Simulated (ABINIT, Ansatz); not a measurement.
**BP (F-43m): changed settings of a GW run in ABINIT**

A base run on BP (F-43m), then changed inputs.

Program: ABINIT 10.8.3. Level of theory: PBE and many-body steps on it, plane waves. Results are calculated unless marked as measured.

Most raw output is cut from this account.

## Step 1: Starting point

Symmetry: F-43m, No. 216, cubic system. The conventional cell has a = 4.538 Å, b = 4.538 Å, c = 4.538 Å, α = 90.00°, β = 90.00°, γ = 90.00°. Nearest to B lie 4 P at 1.97 Å. P has 4 B at 1.97 Å nearest. Farther neighbours are not listed.

Coordinates:

```cif
data_structure
_symmetry_space_group_name_H-M 'F-43m'
_symmetry_Int_Tables_number 216
_cell_length_a 4.5380
_cell_length_b 4.5380
_cell_length_c 4.5380
_cell_angle_alpha 90.000
_cell_angle_beta 90.000
_cell_angle_gamma 90.000
_cell_volume 93.45
loop_
_atom_site_label
_atom_site_type_symbol
_atom_site_symmetry_multiplicity
_atom_site_Wyckoff_symbol
_atom_site_fract_x
_atom_site_fract_y
_atom_site_fract_z
_atom_site_occupancy
B1 B 4 a 0.00000 0.00000 0.00000 1
P1 P 4 d 0.25000 0.25000 0.75000 1
```

The cell and positions come from the Crystallography Open Database and are kept as given unless a step says otherwise.

## Step 2: Screening, 6×6×6 mesh, 177 bands, screening to 283 eV

This step: ABINIT 10.8.3; RPA screening on PBE, plane waves, norm-conserving pseudopotentials.

The RPA dielectric matrix is built and inverted for each q.

run.abi reads:

```
acell 3*1.0 Angstrom
rprim 
  0.000000000000 2.269000000000 2.269000000000
  2.269000000000 0.000000000000 2.269000000000
  2.269000000000 2.269000000000 0.000000000000
ntypat 2
znucl 5 15
natom 2
typat 1 2
xred 
  0.000000000000 0.000000000000 0.000000000000
  0.250000000000 0.250000000000 0.250000000000
pp_dirpath "pseudos"
pseudos "B.upf, P.upf"
ecut 34
ngkpt 6 6 6
nshiftk 1
shiftk 0 0 0
kptopt 1
chksymbreak 0
istwfk *1
occopt 1
irdwfk 1
optdriver 3
nband 177
ecuteps 10.4
inclvkb 2
awtr 1
symchi 1
indata_prefix "in"
outdata_prefix "out"
tmpdata_prefix "tmp"
```

The run is started by

```console
$ OMP_NUM_THREADS=1 mpirun -n 4 abinit run.abi > log
```

The job ended after 79 s (4 MPI ranks of Intel Xeon 6975P-C (Granite Rapids), shared host; peak memory 1.2 GiB; 4.6 min of CPU time).

This step gave:

| Quantity | Value |
| --- | --- |
| ε∞ with local fields, on this mesh, along the program's q direction | 9.736 |
| the same without local fields | 10.65 |
| plasma frequency | 21.73 eV |
| plane waves in the screening matrix | 259 |

Local fields lower ε∞ by 9 %.

## Step 3: Base

The self-energy is evaluated for the states that the input lists, and the levels follow from it, in one-shot runs by the linearised quasiparticle equation.

This step: G0W0 on PBE, plane waves, norm-conserving pseudopotentials.

Changes to run.abi since step 2:

```diff
@@ -23,8 +23,17 @@
 irdwfk 1
-optdriver 3
+optdriver 4
 nband 177
+gwcalctyp 0
+ecutsigx 34
+symsigma 1
+nkptgw 2
+kptgw 
+  0.0000000000 0.0000000000 0.0000000000
+  0.5000000000 0.5000000000 0.0000000000
+bdgw 
+  2 7
+  3 6
 ecuteps 10.4
-inclvkb 2
-awtr 1
-symchi 1
+irdscr 1
+ppmodel 1
 indata_prefix "in"
```

Elapsed: 31 s, on 4 MPI ranks; peak memory 1.3 GiB; 1.8 min of CPU time.

This step gave:

| Item | Value |
| --- | --- |
| G0W0 gap on the points computed | 2.077 eV |
| starting gap on the mesh | 1.347 eV |
| k of the valence top | 0, 0, 0 |
| k of the conduction bottom | 0.5, 0.5, 0 |
| Z at the valence top | 0.791 |
| Z at the conduction bottom | 0.804 |
| least direct G0W0 gap on the computed points | 4.287 eV |

The gap on the mesh goes from 1.35 eV to 2.08 eV, a correction of +0.73 eV.

## Step 4: Contour deformation on a plasmon-pole file

Changes to run.abi since step 3:

```diff
@@ -25,3 +25,3 @@
 nband 177
-gwcalctyp 0
+gwcalctyp 2
 ecutsigx 34
@@ -37,3 +37,2 @@
 irdscr 1
-ppmodel 1
 indata_prefix "in"
```

Wall time 2.3 s (4 MPI ranks); peak memory 0.17 GiB.

The run stopped with an error after 2.3 s.

The fault put into this input: contour deformation on a plasmon-pole file.

## Step 5: Side by side

Times are wall times on 4 MPI ranks of Intel Xeon 6975P-C (Granite Rapids), shared host, good to a factor of about two. A run's time includes the screening step that it read.

| run | mesh | bands | screening cutoff (eV) | DFT gap (eV) | gap on the mesh (eV) | direct (eV) | ε∞ used | time |
| --- | --- | --- | --- | --- | --- | --- | --- | --- |
| base | 6×6×6 | 177 | 283 | 1.347 | 2.077 | 4.287 | 9.74 | 1.8 min |

## Step 6: What came out

| Quantity | Value |
| --- | --- |
| base | 2.077 eV |
| known limits | not at the basis limit |

What this shows: Bands and cutoff are finite, so the gap is not at the basis limit. The miss can reach some tenths of an eV and take either sign; the mesh is an error of its own. In the G0W0 run levels were corrected at 2 k points alone, so a gap called «on the mesh» is the least over those, and an edge elsewhere would be missed. A denser mesh or path gives a starting gap of 1.26 eV: the GW mesh misses a band edge, so its gaps are not the fundamental one.

[Paths, hosts, dates, memory and timing lines, banners, echoed tables and standing remarks are left out of the program output.]

[Logs are printed without paths, hosts, clocks, repeated set-up lines and the standing remarks that a program may print on its own settings, such as how far it seeks lower states.]

[Runs of the session that timed out or met a known fault of the program may be left out.]

[Hosts, paths, dates, database ids (printed as entryN), source tags and the programs' standing remarks are cut or masked in the printed files.]

[G0W0 gaps are taken among the corrected bands and points alone; a level outside them can change the order at an edge.]

[Where Ansatz stands beside ABINIT at settings called matched, ABINIT's density can come from a denser mesh and the files from another edition; pairs whose starting gaps differed by over 0.03 eV were left out, so agreement reads better than it is.]
